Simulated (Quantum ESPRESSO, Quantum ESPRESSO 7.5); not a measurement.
# 1T-PtSe2, 1 layer: a series in biaxial strain

Aim: how the results for 1T-PtSe2, 1 layer change with biaxial strain.

Method: plane-wave DFT, PBE, GBRV ultrasoft pseudopotentials, in Quantum ESPRESSO 7.5.

### 1. Set-up

The cell holds 3 atoms: 2 Se and 1 Pt. Cell: a = 3.750 Å, b = 3.750 Å, c = 17.268 Å, α = 90.0°, β = 90.0°, γ = 120.0°. It derives from PtSe2. Vacuum lies along c.

Set-up: Cell and atoms are first relaxed; each strained cell is then held and the atoms relax in it. A periodic run with 15 Å of vacuum in the starting cell gives the vacuum levels, and bands follow along a path.

Members -2, -1, 0, 1 and 2 took the same steps and show in the table alone.

### 2. Relaxing cell and ions of the reference

What the set-up leaves free in this member is relaxed.

Input file ref.relax.in:

```
&control
  prefix = 'ref.relax'
  outdir = './out'
  pseudo_dir = './pseudo'
  nstep = 80
  forc_conv_thr = 0.0004
  calculation = 'vc-relax'
  etot_conv_thr = 1e-06
/
&system
  ibrav = 0
  nat = 3
  ntyp = 2
  ecutwfc = 50
  ecutrho = 250
  occupations = 'smearing'
  smearing = 'fd'
  degauss = 0.004
/
&electrons
  conv_thr = 1e-09
  mixing_beta = 0.4
  electron_maxstep = 120
  mixing_mode = 'plain'
/
&ions
/
&cell
  cell_dofree = '2Dxy'
  press_conv_thr = 0.3
/
ATOMIC_SPECIES
  Se  78.9710  se_pbe_v1.uspp.F.UPF
  Pt  195.0840  pt_pbe_v1.4.uspp.F.UPF
CELL_PARAMETERS angstrom
  3.75000000000000 0.00000000000000 0.00000000000000
  -1.87500000000000 3.24759526419164 0.00000000000000
  0.00000000000000 0.00000000000000 17.26771779549397
ATOMIC_POSITIONS crystal
  Se  0.666666666700 0.333333333300 0.434336493613
  Pt  0.000000000000 0.000000000000 0.500000000000
  Se  0.333333333300 0.666666666700 0.565663506387
K_POINTS automatic
  12 12 1 0 0 0
```

Launch:

```
$ OMP_NUM_THREADS=1 mpirun -n 4 pw.x -nk 4 -in ref.relax.in > ref.relax.out
```

Output:

```text
Program PWSCF v.7.5 starts
[citation notice left out]

     Parallel version (MPI & OpenMP), running on       4 processor cores
     Number of MPI processes:                 4
     Threads/MPI process:                     1

     MPI processes distributed on     1 nodes
[...]
Current dimensions of program PWSCF are:
     Max number of different atomic species (ntypx) = 10
     Max number of k-points (npk) =  40000
     Max angular momentum in pseudopotentials (lmaxx) =  4
     Message from routine setup:
     using ibrav=0 with symmetry is DISCOURAGED, use correct ibrav instead

     K-points division:     npool     =       4
     Subspace diagonalization in iterative solution of the eigenvalue problem:
     a serial algorithm will be used

     G-vector sticks info
     --------------------
     sticks:   dense  smooth     PW     G-vecs:    dense   smooth      PW
     Sum         859     685    199                94659    67707   10813

     Using Slab Decomposition

     bravais-lattice index     =            0
     lattice parameter (alat)  =       7.0865  a.u.
     unit-cell volume          =    1419.1383 (a.u.)^3
     number of atoms/cell      =            3
     number of atomic types    =            2
     number of electrons       =        28.00
     number of Kohn-Sham states=           18
     kinetic-energy cutoff     =      50.0000  Ry
     charge density cutoff     =     250.0000  Ry
     scf convergence threshold =      1.0E-09
     mixing beta               =       0.4000
     number of iterations used =            8  plain     mixing
     energy convergence thresh.=      1.0E-06
     force convergence thresh. =      4.0E-04
     press convergence thresh. =      3.0E-01
     Exchange-correlation=  SLA  PW   PBX  PBC
                           (   1   4   3   4   0   0   0)
     nstep                     =           80

     celldm(1)=   7.086473  celldm(2)=   0.000000  celldm(3)=   0.000000
     celldm(4)=   0.000000  celldm(5)=   0.000000  celldm(6)=   0.000000

     crystal axes: (cart. coord. in units of alat)
               a(1) = (   1.000000   0.000000   0.000000 )
               a(2) = (  -0.500000   0.866025   0.000000 )
               a(3) = (   0.000000   0.000000   4.604725 )

     reciprocal axes: (cart. coord. in units 2 pi/alat)
               b(1) = (  1.000000  0.577350 -0.000000 )
               b(2) = (  0.000000  1.154701  0.000000 )
               b(3) = (  0.000000 -0.000000  0.217168 )

     PseudoPot. # 1 for Se read from file:
     ./pseudo/se_pbe_v1.uspp.F.UPF
     Pseudo is Ultrasoft + core correction, Zval =  6.0
     Generated by new atomic code, or converted to UPF format
     Using radial grid of  877 points,  6 beta functions with:
                l(1) =   0
                l(2) =   0
                l(3) =   1
                l(4) =   1
                l(5) =   2
                l(6) =   2
     Q(r) pseudized with  8 coefficients,  rinner =    1.300   1.300   1.300
                                                       1.300   1.300

     PseudoPot. # 2 for Pt read from file:
     ./pseudo/pt_pbe_v1.4.uspp.F.UPF
     Pseudo is Ultrasoft + core correction, Zval = 16.0
     Generated by new atomic code, or converted to UPF format
     Using radial grid of  985 points,  6 beta functions with:
                l(1) =   0
                l(2) =   0
                l(3) =   1
                l(4) =   1
                l(5) =   2
                l(6) =   2
     Q(r) pseudized with  8 coefficients,  rinner =    1.300   1.300   1.300
                                                       1.300   1.300

     atomic species   valence    mass     pseudopotential
     Se                6.00    78.97100     Se( 1.00)
     Pt               16.00   195.08400     Pt( 1.00)

     12 Sym. Ops., with inversion, found

   Cartesian axes

     site n.     atom                  positions (alat units)
         1        Se     tau(   1) = (   0.5000000   0.2886751   2.0000000  )
         2        Pt     tau(   2) = (   0.0000000   0.0000000   2.3023624  )
         3        Se     tau(   3) = (  -0.0000000   0.5773503   2.6047247  )

     number of k points=    19  Fermi-Dirac smearing, width (Ry)=  0.0040
                       cart. coord. in units 2pi/alat
        k(    1) = (   0.0000000   0.0000000   0.0000000), wk =   0.0138889
        k(    2) = (   0.0000000   0.0962250   0.0000000), wk =   0.0833333
        k(    3) = (   0.0000000   0.1924501   0.0000000), wk =   0.0833333
        k(    4) = (   0.0000000   0.2886751   0.0000000), wk =   0.0833333
        k(    5) = (   0.0000000   0.3849002   0.0000000), wk =   0.0833333
        k(    6) = (   0.0000000   0.4811252   0.0000000), wk =   0.0833333
        k(    7) = (   0.0000000  -0.5773503   0.0000000), wk =   0.0416667
        k(    8) = (   0.0833333   0.1443376   0.0000000), wk =   0.0833333
        k(    9) = (   0.0833333   0.2405626   0.0000000), wk =   0.1666667
        k(   10) = (   0.0833333   0.3367877   0.0000000), wk =   0.1666667
[...]
k(   19) = (   0.3333333   0.5773503   0.0000000), wk =   0.0277778

     Dense  grid:    94659 G-vectors     FFT dimensions: (  36,  36, 180)

     Smooth grid:    67707 G-vectors     FFT dimensions: (  32,  32, 150)

     Estimated max dynamical RAM per process >     157.20 MB

     Estimated total dynamical RAM >     559.48 MB

     Initial potential from superposition of free atoms

     starting charge      27.4998, renormalised to      28.0000

     negative rho (up, down):  1.842E-01 0.000E+00
     Starting wfcs are   20 randomized atomic wfcs

     total cpu time spent up to now is        3.3 secs

     per-process dynamical memory:    76.4 Mb

     Self-consistent Calculation

     iteration #  1     ecut=    50.00 Ry     beta= 0.40
     Davidson diagonalization with overlap
     ethr =  1.00E-02,  avg # of iterations =  5.5

     negative rho (up, down):  1.727E-01 0.000E+00

     total cpu time spent up to now is        5.1 secs

     total energy              =    -297.24452098 Ry
     estimated scf accuracy    <       1.94919529 Ry

     iteration #  2     ecut=    50.00 Ry     beta= 0.40
[...]
negative rho (up, down):  1.745E-01 0.000E+00

[...]
total energy              =    -297.80849415 Ry
     estimated scf accuracy    <       1.07511458 Ry

     iteration #  3     ecut=    50.00 Ry     beta= 0.40
[...]
negative rho (up, down):  1.722E-01 0.000E+00

[...]
NEW-OLD atomic charge density approx. for the potential
     New effective cutoffs (rho, wfc):  249.56   49.89

     negative rho (up, down):  1.710E-01 0.000E+00

     total cpu time spent up to now is       39.8 secs

     per-process dynamical memory:    81.9 Mb

     Self-consistent Calculation

     iteration #  1     ecut=    50.00 Ry     beta= 0.40
     Davidson diagonalization with overlap
     ethr =  1.00E-06,  avg # of iterations = 10.5

     negative rho (up, down):  1.709E-01 0.000E+00

     total cpu time spent up to now is       42.9 secs

     total energy              =    -297.98439879 Ry
     estimated scf accuracy    <       0.00040698 Ry

[...]
iteration #  8     ecut=    50.00 Ry     beta= 0.40
[...]
negative rho (up, down):  1.709E-01 0.000E+00

[...]
End of self-consistent calculation

[...]
the Fermi energy is    -0.5083 ev

!    total energy              =    -297.98446537 Ry
     estimated scf accuracy    <          8.2E-11 Ry
     smearing contrib. (-TS)   =      -0.00000017 Ry
     internal energy E=F+TS    =    -297.98446521 Ry

     The total energy is F=E-TS. E is the sum of the following terms:
     one-electron contribution =    -847.11170306 Ry
     hartree contribution      =     427.28093442 Ry
     xc contribution           =    -116.25362694 Ry
     ewald contribution        =     238.09993037 Ry

     convergence has been achieved in   8 iterations

     negative rho (up, down):  1.709E-01 0.000E+00

     Forces acting on atoms (cartesian axes, Ry/au):

     atom    1 type  1   force =    -0.00000000   -0.00000000   -0.02316968
     atom    2 type  2   force =     0.00000000    0.00000000    0.00000000
     atom    3 type  1   force =     0.00000000    0.00000000    0.02316968

     Total force =     0.032767     Total SCF correction =     0.000013

     Computing stress (Cartesian axis) and pressure

     negative rho (up, down):  1.709E-01 0.000E+00
          total   stress  (Ry/bohr**3)                   (kbar)     P=        5.30
   0.00001751  -0.00000000  -0.00000000            2.58       -0.00       -0.00
  -0.00000000   0.00001751  -0.00000000           -0.00        2.58       -0.00
  -0.00000000  -0.00000000   0.00007299           -0.00       -0.00       10.74

     Energy error            =      8.2E-03 Ry
     Gradient error          =      2.3E-02 Ry/Bohr
     Cell gradient error     =      2.6E+00 kbar

     number of scf cycles    =   3
     number of bfgs steps    =   2

     enthalpy           old  =    -297.9762324379 Ry
     enthalpy           new  =    -297.9844653742 Ry

     CASE: enthalpy          _new < enthalpy          _old

     new trust radius        =       0.0645165679 bohr
     new conv_thr            =       0.0000000006 Ry

     new unit-cell volume =   1460.85242 a.u.^3 (   216.47599 Ang^3 )
     density =      2.70798 g/cm^3

CELL_PARAMETERS (angstrom)
   3.804714591  -0.000000000   0.000000000
  -1.902357295   3.294979490   0.000000000
   0.000000000   0.000000000  17.267717795

ATOMIC_POSITIONS (crystal)
Se               0.6666666667        0.3333333333        0.4268973949
Pt               0.0000000000       -0.0000000000        0.5000000000
Se               0.3333333333        0.6666666667        0.5731026051

[...]
NEW-OLD atomic charge density approx. for the potential
     New effective cutoffs (rho, wfc):  249.51   49.88

     negative rho (up, down):  1.708E-01 0.000E+00

     total cpu time spent up to now is       56.8 secs

     per-process dynamical memory:    81.9 Mb

[...]
!    total energy              =    -297.98624253 Ry
[...]
Total force =     0.008182     Total SCF correction =     0.000016
[...]
number of bfgs steps    =   3
[...]
new trust radius        =       0.0169768196 bohr
[...]
!    total energy              =    -297.98646928 Ry
[...]
Total force =     0.003611     Total SCF correction =     0.000017
[...]
number of bfgs steps    =   4
[...]
new trust radius        =       0.0186745016 bohr
[...]
!    total energy              =    -297.98676581 Ry
[...]
Total force =     0.000018     Total SCF correction =     0.000011
[...]
number of bfgs steps    =   5
[...]
new trust radius        =       0.0280117524 bohr
[...]
!    total energy              =    -297.98716886 Ry
[...]
Total force =     0.003139     Total SCF correction =     0.000004
[...]
number of bfgs steps    =   6
[...]
new trust radius        =       0.0420176286 bohr
[...]
!    total energy              =    -297.98752780 Ry
[...]
Total force =     0.004371     Total SCF correction =     0.000009
[...]
number of bfgs steps    =   7
[...]
new trust radius        =       0.0283299362 bohr
[...]
!    total energy              =    -297.98763399 Ry
[...]
Total force =     0.002484     Total SCF correction =     0.000006
[...]
number of bfgs steps    =   8
[...]
new trust radius        =       0.0037547362 bohr
[...]
!    total energy              =    -297.98764572 Ry
[...]
Total force =     0.000836     Total SCF correction =     0.000005
[...]
number of bfgs steps    =   9
[...]
new trust radius        =       0.0030426996 bohr
[...]
!    total energy              =    -297.98764739 Ry
[...]
Total force =     0.000022     Total SCF correction =     0.000003
[...]
number of bfgs steps    =  10
[...]
new trust radius        =       0.0003284889 bohr
[...]
Self-consistent Calculation

     iteration #  1     ecut=    50.00 Ry     beta= 0.40
     Davidson diagonalization with overlap
     ethr =  1.00E-06,  avg # of iterations =  2.0

     Threshold (ethr) on eigenvalues was too large:
     Diagonalizing with lowered threshold

     Davidson diagonalization with overlap
     ethr =  3.80E-11,  avg # of iterations =  5.4

     negative rho (up, down):  1.719E-01 0.000E+00

     total cpu time spent up to now is      184.4 secs

     total energy              =    -297.98764741 Ry
     estimated scf accuracy    <          2.4E-09 Ry

[...]
iteration #  5     ecut=    50.00 Ry     beta= 0.40
[...]
negative rho (up, down):  1.719E-01 0.000E+00

[...]
End of self-consistent calculation

          k = 0.0000 0.0000 0.0000 (  8371 PWs)   bands (ev):

   -53.8359 -53.8359 -53.7658 -15.0691 -13.2922  -6.1608  -6.1608  -6.1220
    -3.9237  -3.9237  -2.3360  -1.7043  -1.1511  -1.1511   1.8070   1.8070
     3.3257   4.1167

          k = 0.0000 0.0963 0.0000 (  8397 PWs)   bands (ev):

   -53.8366 -53.8361 -53.7657 -14.9962 -13.2982  -6.1710  -6.1160  -6.0500
    -4.0266  -3.9784  -2.5905  -1.5755  -1.1888  -1.1490   1.3243   1.6969
     3.5672   4.2479

          k = 0.0000 0.1927 0.0000 (  8424 PWs)   bands (ev):

   -53.8386 -53.8366 -53.7654 -14.7869 -13.3161  -6.1779  -5.9964  -5.8495
    -4.4023  -4.0914  -3.0478  -1.3434  -1.2885  -1.2232   0.5109   1.4985
     4.0658   4.5247

          k = 0.0000 0.2890 0.0000 (  8462 PWs)   bands (ev):

   -53.8412 -53.8372 -53.7650 -14.4717 -13.3445  -6.1679  -5.8499  -5.6383
    -4.9401  -4.1476  -3.3062  -1.7148  -1.5036  -1.3362   0.2496   1.
[key lines of the parts left out:]
the Fermi energy is    -0.4144 ev
convergence has been achieved in   7 iterations
```

Wall time 3.7 min (4 MPI ranks of Intel Xeon Platinum 8559C (Emerald Rapids), shared host); peak memory 0.75 GiB.

The steps of the relaxation:

```
step  energy less that of the first step (eV)  largest force (eV/Å)  volume (Å³)
   1                                   0.0000                2.1821       210.29
   2                                  -0.2070                1.3640       213.03
   3                                  -0.3190                0.5957       215.46
   4                                  -0.3432                0.1488       216.48
   5                                  -0.3462                0.0656       216.18
   6                                  -0.3503                0.0003       215.37
   7                                  -0.3558                0.0571       213.80
   8                                  -0.3606                0.0795       211.44
   9                                  -0.3621                0.0452       209.85
  10                                  -0.3623                0.0152       209.72
  11                                  -0.3623                0.0004       209.78
  12                                  -0.3623                0.0000       209.80
  13                                  -0.3622                0.0000       209.80
```

```
cell as run  before  after  change
      a (Å)   3.750  3.746  -0.1 %
      b (Å)   3.750  3.746  -0.1 %
```

The atoms that moved most (Å, along periodic axes as changes of fractional coordinates times the final cell, across vacuum about the mean position):

```
atom     dx     dy      dz  length
 Se1  0.000  0.000  -0.174   0.174
 Se3  0.000  0.000   0.174   0.174
```

Final coordinates:

```cif
data_structure
_symmetry_space_group_name_H-M 'P 1'
_symmetry_Int_Tables_number 1
_cell_length_a 3.7455
_cell_length_b 3.7455
_cell_length_c 17.2677
_cell_angle_alpha 90.000
_cell_angle_beta 90.000
_cell_angle_gamma 120.000
_cell_volume 209.80
loop_
_atom_site_label
_atom_site_type_symbol
_atom_site_fract_x
_atom_site_fract_y
_atom_site_fract_z
_atom_site_occupancy
Se1 Se 0.66667 0.33333 0.42424 1
Pt2 Pt 0.00000 0.00000 0.50000 1
Se3 Se 0.33333 0.66667 0.57576 1
```

 The last row is no step: it is a fresh SCF in the final cell with a new plane-wave basis, +0 meV from the row before.

Read from the output:

| Quantity | Value |
| --- | --- |
| free energy | -4054.3285 eV |
| Fermi energy | -0.4149 eV |

[end of part 1 of 6]

[Logs are printed without paths, hosts, clocks, repeated set-up lines and the standing remarks that a program may print on its own settings, such as how far it seeks lower states.]

[Hosts, paths, dates, database ids (printed as entryN), source tags and the programs' standing remarks are cut or masked in the printed files.]

[Maps of the electrostatic potential energy from Ansatz leave out the sawtooth potential of an applied field or a dipole correction, so their vacuum need not be flat; planar profiles and work functions include it.]
